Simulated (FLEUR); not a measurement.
# free Co(0001) film, 1 layer: which magnetic order is lowest, part 2 of 2

Aim: find out whether free Co(0001) film, 1 layer carries moments, and which collinear order costs least.

FLEUR MaX-R8.1; PBE; all-electron FLAPW film, Dirac cores, scalar-relativistic bands.

So far, largest spin moment in the muffin-tin sphere (μB): step 2 (order 1, typed as ferro +) 2.01; step 3 (start 2: antiferro q=(0,1/2,0) +-) 1.70.

## 4. Start 3: no spin polarisation

A spinless run gives the zero against which the gain from the moments is read.

The k list default-1 (kpts.xml, not shown) is a Γ-centred 18×18×1 mesh.

Input file inp.xml:

```
<?xml version="1.0" encoding="UTF-8" standalone="no"?>
<fleurInput fleurInputVersion="0.39">
   <comment>
      Co
   </comment>
   <calculationSetup>
      <cutoffs Kmax="3.64" Gmax="10.9" GmaxXC="10.9" numbands="0"/>
      <scfLoop itmax="120" minDistance="0.00002" maxIterBroyd="15" imix="Anderson" alpha="0.03" precondParam="0.0" spinf="2.0" sdNocoIR="T"/>
      <coreElectrons ctail="T" frcor="F" kcrel="1" coretail_lmax="0"/>
      <xcFunctional name="pbe" relativisticCorrections="F"/>
      <magnetism jspins="1"/>
      <soc l_soc="F" theta="0.0" phi="0.0" spav="F"/>
      <expertModes spex="0" secvar="F"/>
      <geometryOptimization l_f="F" forcealpha="1.0" forcemix="BFGS" epsdisp="0.00001" epsforce="0.00001"/>
      <ldaU l_linMix="F" mixParam="0.05" spinf="1.0"/>
   </calculationSetup>
   <cell>
      <bzIntegration valenceElectrons="17.0" mode="hist" fermiSmearingEnergy="0.00183747">
         <kPointListSelection listName="default-1"/>
         <xi:include xmlns:xi="http://www.w3.org/2001/XInclude" href="kpts.xml"> </xi:include>
      </bzIntegration>
      <xi:include xmlns:xi="http://www.w3.org/2001/XInclude" href="sym.xml"> </xi:include>
      <filmLattice scale="1.0" dVac="5.3" dTilda="7.8">
         <bravaisMatrixFilm>
            <row-1>    4.7375437355433538    -0.0000000791795246</row-1>
            <row-2>   -2.3687717992124133     4.1028332661104852</row-2>
         </bravaisMatrixFilm>
         <vacuumEnergyParameters vacuum="1" spinUp="-.25" spinDown="-.25"/>
      </filmLattice>
   </cell>
   <atomSpecies>
      <species name="Cobalt (Co)" element="Co" atomicNumber="27">
         <mtSphere radius="2.25" gridPoints="745" logIncrement="0.016"/>
         <atomicCutoffs lmax="8" lnonsphr="6"/>
         <electronConfig flipSpins="F">
            <coreConfig>(1s1/2) (2s1/2) (2p1/2) (2p3/2)</coreConfig>
            <valenceConfig>(3s1/2) (3p1/2) (3p3/2) (4s1/2) (3d3/2) (3d5/2)</valenceConfig>
            <stateOccupation state="(3d3/2)" spinUp="1.400000" spinDown="1.400000"/>
            <stateOccupation state="(3d5/2)" spinUp="2.100000" spinDown="2.100000"/>
         </electronConfig>
         <energyParameters s="4" p="4" d="3" f="4"/>
         <lo type="SCLO" l="0" n="3" eDeriv="0"/>
         <lo type="SCLO" l="1" n="3" eDeriv="0"/>
      </species>
   </atomSpecies>
   <atomGroups>
      <atomGroup species="Cobalt (Co)">
         <filmPos label="                   1">1.000/2.000 1.000/2.000 .0000000000</filmPos>
         <force calculate="T" relaxXYZ="TTT"/>
      </atomGroup>
   </atomGroups>
   <output dos="F" band="F" slice="F">
      <bandDOS minEnergy="-.5*Htr" maxEnergy="0.5*Htr" sigma="0.015" storeEVData="T"/>
      <plotting iplot="0" polar="F">
         <plot TwoD="T" vec1="  1.0  0.0  0.0" vec2="  0.0  1.0  0.0" vec3="  0.0  0.0  1.0" zero="  0.0  0.0 -0.5" file="plot"/>
      </plotting>
      <moessbauerParams electricFieldGradient="F" isomerShift="T" coreHyperfine="T" valenceHyperfine="T"/>
   </output>
</fleurInput>
```

Input file crystal.txt:

```
Co
&input film=T cartesian=F /
2.50700018054  -0.00000004190  0.00000000000
-1.25350005399  2.17112586459  0.00000000000
0.00000000000  0.00000000000  1.00000000000
1.8897261246
1.0 1.0 1.0

1
27 0.66666666667  0.33333333333  0.00000000000

&kpt div1=18 div2=18 div3=1 gamma=T /
```

Run with:

```console
OMP_NUM_THREADS=1 inpgen -f crystal.txt > inpgen.log  # inp.xml is then edited as shown
OMP_NUM_THREADS=1 mpirun -n 4 fleur_MPI > fleur.log
```

The log of the run:

```text
[banner, memory and clock lines left out]
Welcome to FLEUR        (www.flapw.de)
      MaX-Release 8.1          (www.max-centre.eu)

 ========== k-point set info ==========
 Selected k-point list: default-1
 k-point list type: mesh
 0 x 0 x 0
 Number of k points: 40

 [... set-up left out ...]
 Iteration:     1   Distance:      16.96603424 me/bohr^3
 Iteration:     2   Distance:      13.88164186 me/bohr^3
 Iteration:     3   Distance:       8.16539009 me/bohr^3
 Iteration:     4   Distance:       6.74450605 me/bohr^3
 Iteration:     5   Distance:       6.69886964 me/bohr^3
[...]
<FermiEnergy value="-0.2045868722" units="Htr"/>
         [... left out ...]
         <totalEnergy value="    -1393.3966491540" units="Htr">
            <sumOfEigenvalues value="     -816.4246213571">
               <coreElectrons value="-792.8908625071"/>
               <valenceElectrons value="-23.5337588500"/>
            </sumOfEigenvalues>
         [... left out ...]
            <freeEnergy value="-1393.3989217997"/>
            <extrapolationTo0K value="-1393.3977854769"/>
         </totalEnergy>
         <densityConvergence units="me/bohr^3">
            <chargeDensity spin="1" distance="0.0000064799"/>
         </densityConvergence>
      </iteration>
```

Wall time 12 s (4 MPI ranks of Arm Neoverse N1, shared host); peak memory 0.17 GiB; 50 s of CPU time.

Read from the output:

```yaml
free_energy: -37916.3163 eV
program_s_band_gap_on_this_mesh_in_a_metal_only_a_level_spacing: 1.65e-5 eV
final_state: non-magnetic (no spin polarisation)
```

It lies 540 meV a seeded atom over the first start.

## 5. The states side by side

Free energies are divided by the number of seeded atoms, so that cells of unlike size compare. Wavevectors q in the names are fractions of the primitive cell's reciprocal vectors.

Orders:

| start | final state | typed order kept | energy over the lowest (meV a seeded atom) | largest sphere moment (μB) | net moment (μB a primitive cell) | mesh matched | CPU time (s) |
| --- | --- | --- | --- | --- | --- | --- | --- |
| ferro + | ferromagnetic | yes | 0 | 2.011 | 1.94 | yes | 101.9 |
| antiferro q=(0,1/2,0) +- | antiferromagnetic | yes | 281.9 | 1.702 | 0 | yes | 864.2 |
| no spin polarisation | non-magnetic | - | 540.3 | 0 | 0 | yes | 49.63 |

## 6. Spin–orbit coupling, moments along z

Spin–orbit coupling ties the spins to the lattice and lets orbital moments form.

A new self-consistent run of the start ferro +, with the moments along z.

Input file inp.xml:

```
<?xml version="1.0" encoding="UTF-8" standalone="no"?>
<fleurInput fleurInputVersion="0.39">
   <comment>
      Co
   </comment>
   <calculationSetup>
      <cutoffs Kmax="3.64" Gmax="10.9" GmaxXC="10.9" numbands="37"/>
      <scfLoop itmax="120" minDistance="0.00002" maxIterBroyd="15" imix="Anderson" alpha="0.03" precondParam="0.0" spinf="2.0" sdNocoIR="T"/>
      <coreElectrons ctail="T" frcor="F" kcrel="1" coretail_lmax="0"/>
      <xcFunctional name="pbe" relativisticCorrections="F"/>
      <magnetism jspins="2"/>
      <soc l_soc="T" theta="0.0" phi="0.0" spav="F"/>
      <expertModes spex="0" secvar="F"/>
      <geometryOptimization l_f="F" forcealpha="1.0" forcemix="BFGS" epsdisp="0.00001" epsforce="0.00001"/>
      <ldaU l_linMix="F" mixParam="0.05" spinf="1.0"/>
   </calculationSetup>
   <cell>
      <bzIntegration valenceElectrons="17.0" mode="hist" fermiSmearingEnergy="0.00183747">
         <kPointListSelection listName="default-1"/>
         <xi:include xmlns:xi="http://www.w3.org/2001/XInclude" href="kpts.xml"> </xi:include>
      </bzIntegration>
      <xi:include xmlns:xi="http://www.w3.org/2001/XInclude" href="sym.xml"> </xi:include>
      <filmLattice scale="1.0" dVac="5.3" dTilda="7.8">
         <bravaisMatrixFilm>
            <row-1>    4.7375437355433538    -0.0000000791795246</row-1>
            <row-2>   -2.3687717992124133     4.1028332661104852</row-2>
         </bravaisMatrixFilm>
         <vacuumEnergyParameters vacuum="1" spinUp="-.25" spinDown="-.25"/>
      </filmLattice>
   </cell>
   <atomSpecies>
      <species name="Cobalt (Co2.000" element="Co" atomicNumber="27">
         <mtSphere radius="2.25" gridPoints="745" logIncrement="0.016"/>
         <atomicCutoffs lmax="8" lnonsphr="6"/>
         <electronConfig flipSpins="F">
            <coreConfig>(1s1/2) (2s1/2) (2p1/2) (2p3/2)</coreConfig>
            <valenceConfig>(3s1/2) (3p1/2) (3p3/2) (4s1/2) (3d3/2) (3d5/2)</valenceConfig>
            <stateOccupation state="(3d3/2)" spinUp="1.5" spinDown="1.3"/>
            <stateOccupation state="(3d5/2)" spinUp="3.0" spinDown="1.2"/>
         </electronConfig>
         <energyParameters s="4" p="4" d="3" f="4"/>
         <lo type="SCLO" l="0" n="3" eDeriv="0"/>
         <lo type="SCLO" l="1" n="3" eDeriv="0"/>
      </species>
   </atomSpecies>
   <atomGroups>
      <atomGroup species="Cobalt (Co2.000">
         <filmPos label="                   1">1.000/2.000 1.000/2.000 .0000000000</filmPos>
         <force calculate="T" relaxXYZ="TTT"/>
      </atomGroup>
   </atomGroups>
   <output dos="F" band="F" slice="F">
      <bandDOS minEnergy="-.5*Htr" maxEnergy="0.5*Htr" sigma="0.015" storeEVData="T"/>
      <plotting iplot="0" polar="F">
         <plot TwoD="T" vec1="  1.0  0.0  0.0" vec2="  0.0  1.0  0.0" vec3="  0.0  0.0  1.0" zero="  0.0  0.0 -0.5" file="plot"/>
      </plotting>
      <moessbauerParams electricFieldGradient="F" isomerShift="T" coreHyperfine="T" valenceHyperfine="T"/>
   </output>
</fleurInput>
```

Input file crystal.txt:

```
Co
&input film=T cartesian=F /
2.50700018054  -0.00000004190  0.00000000000
-1.25350005399  2.17112586459  0.00000000000
0.00000000000  0.00000000000  1.00000000000
1.8897261246
1.0 1.0 1.0

1
27 0.66666666667  0.33333333333  0.00000000000 : 2.000

&soc 0.0000000 0.0000000 /
&kpt div1=18 div2=18 div3=1 gamma=T /
```

The log of the run:

```text
[banner, memory and clock lines left out]
Welcome to FLEUR        (www.flapw.de)
      MaX-Release 8.1          (www.max-centre.eu)

 ========== k-point set info ==========
 Selected k-point list: default-1
 k-point list type: mesh
 18 x 18 x 1
 Number of k points: 56

 [... set-up left out ...]
 Iteration:     1   Distance:      14.24179210 me/bohr^3
 Iteration:     2   Distance:      12.26066799 me/bohr^3
 Iteration:     3   Distance:       7.75985670 me/bohr^3
 Iteration:     4   Distance:       6.95453222 me/bohr^3
 Iteration:     5   Distance:       2.32251240 me/bohr^3
 Iteration:     6   Distance:       2.23147460 me/bohr^3
 Iteration:     7   Distance:       2.50673452 me/bohr^3
 Iteration:     8   Distance:       1.14850663 me/bohr^3
 Iteration:     9   Distance:       1.46532396 me/bohr^3
 Iteration:    10   Distance:       0.57994607 me/bohr^3
 Iteration:    11   Distance:       0.36003915 me/bohr^3
 Iteration:    12   Distance:       0.18251102 me/bohr^3
 Iteration:    13   Distance:       0.17955248 me/bohr^3
 Iteration:    14   Distance:       0.07130250 me/bohr^3
[... lines left out ...]
 Iteration:    21   Distance:       0.00087149 me/bohr^3
 Iteration:    22   Distance:       0.00218464 me/bohr^3
 Iteration:    23   Distance:       0.00038812 me/bohr^3
 Iteration:    24   Distance:       0.00026528 me/bohr^3
 Iteration:    25   Distance:       0.00011438 me/bohr^3
 Iteration:    26   Distance:       0.00003266 me/bohr^3
 Iteration:    27   Distance:       0.00001115 me/bohr^3

 ********************************************************************
 Run finished successfully
 Stop message:
   all done
 ********************************************************************

--- out.xml (last complete iteration) ---
<iteration numberForCurrentRun="   27" overallNumber="   27">
         [... left out ...]
         <bandgap value="0.0028921446" units="eV"/>
         <sumValenceSingleParticleEnergies value="-23.5918791782" units="Htr"/>
         <FermiEnergy value="-0.1831256414" units="Htr"/>
         [... left out ...]
         <magneticMomentsInMTSpheres units="muBohr">
            <globalMagMoment atomType="1" vec="0.00000   0.00000   2.00754"/>
         </magneticMomentsInMTSpheres>
         <orbitalMomentsInMTSpheres units="muBohr">
            <globalMagMoment atomType="1" vec="0.00000   0.00000   0.09838"/>
         </orbitalMomentsInMTSpheres>
         [... left out ...]
         <totalEnergy value="    -1393.4188301723" units="Htr">
            <sumOfEigenvalues value="     -816.4690815435">
               <coreElectrons value="-792.8772023653"/>
               <valenceElectrons value="-23.5918791782"/>
            </sumOfEigenvalues>
         [... left out ...]
            <freeEnergy value="-1393.4195147320"/>
            <extrapolationTo0K value="-1393.4191724521"/>
         </totalEnergy>
         <densityConvergence units="me/bohr^3">
            <chargeDensity spin="1" distance="0.0000016060"/>
            <chargeDensity spin="2" distance="0.0000103055"/>
            <overallChargeDensity distance="0.0000096562"/>
            <spinDensity distance="0.0000111501"/>
         </densityConvergence>
      </iteration>
```

Run time: 35 s. Hardware: 4 MPI ranks; peak memory 0.22 GiB.

Numbers from this step:

```yaml
free_energy: -37916.8766 eV
program_s_band_gap_on_this_mesh_in_a_metal_only_a_level_spacing: 0.002892 eV
magnetization: 1.937 μB
final_state: ferromagnetic
largest_moment: 2.008 μB
orbital_moment_along_the_spin: 0.09838 μB
```

Orbital moment in the sphere, along the spin axis by atom:

```
atom  orbital moment in the sphere, along the spin axis (μB)
 Co1                                                  0.0984
```

Fields along z, the direction of positive moments; semicore shells count as valence. Hyperfine fields at the nuclei:

```csv
atom,core contact (T),valence contact (T),dipolar (T),orbital (T),sum (T),density at the nucleus (e/bohr³)
Co1,-54.18,41.04,6.248,7.078,0.1894,17300
```

## 7. Outcome

```json
{
 "lowest state found": "ferromagnetic (typed ferro +)",
 "largest site spin moment": "2.01 μB",
 "next finished state": "antiferromagnetic, 282 meV a seeded atom higher",
 "energy gained by spin polarisation": "540 meV a seeded atom",
 "hyperfine field at Co1, along its moment": "0.189 T",
 "orbital moment on the atom of largest spin, along its spin (spin–orbit run)": "0.0984 μB"
}
```

The lowest state found is ferromagnetic, reached from the start ferro +, with moments up to 2.01 μB. The next finished state costs 282 meV a seeded atom. At Co1 the core shells give -54.2 T and the valence and semicore s states 41.0 T along the moment, -6.54 T per μB together; orbital and dipolar parts add 13 T. Semilocal functionals tend to give too weak a core polarisation. The orbital moment is parallel to the spin, as Hund's third rule has it for a shell over half filled. Only 3 starts were tried; other patterns of signs, canted and longer-period orders were not.

[Logs and program files are shortened in this print: banners, set-up blocks, solver, clock and traceback lines can be left out without a mark of their own.]

[Logs are printed without paths, hosts, clocks, repeated set-up lines and the standing remarks that a program may print on its own settings, such as how far it seeks lower states.]

[Hosts, paths, dates, database ids (printed as entryN), source tags and the programs' standing remarks are cut or masked in the printed files.]

[Where a cell is said to come from a database of computed structures, the database is the Materials Project.]
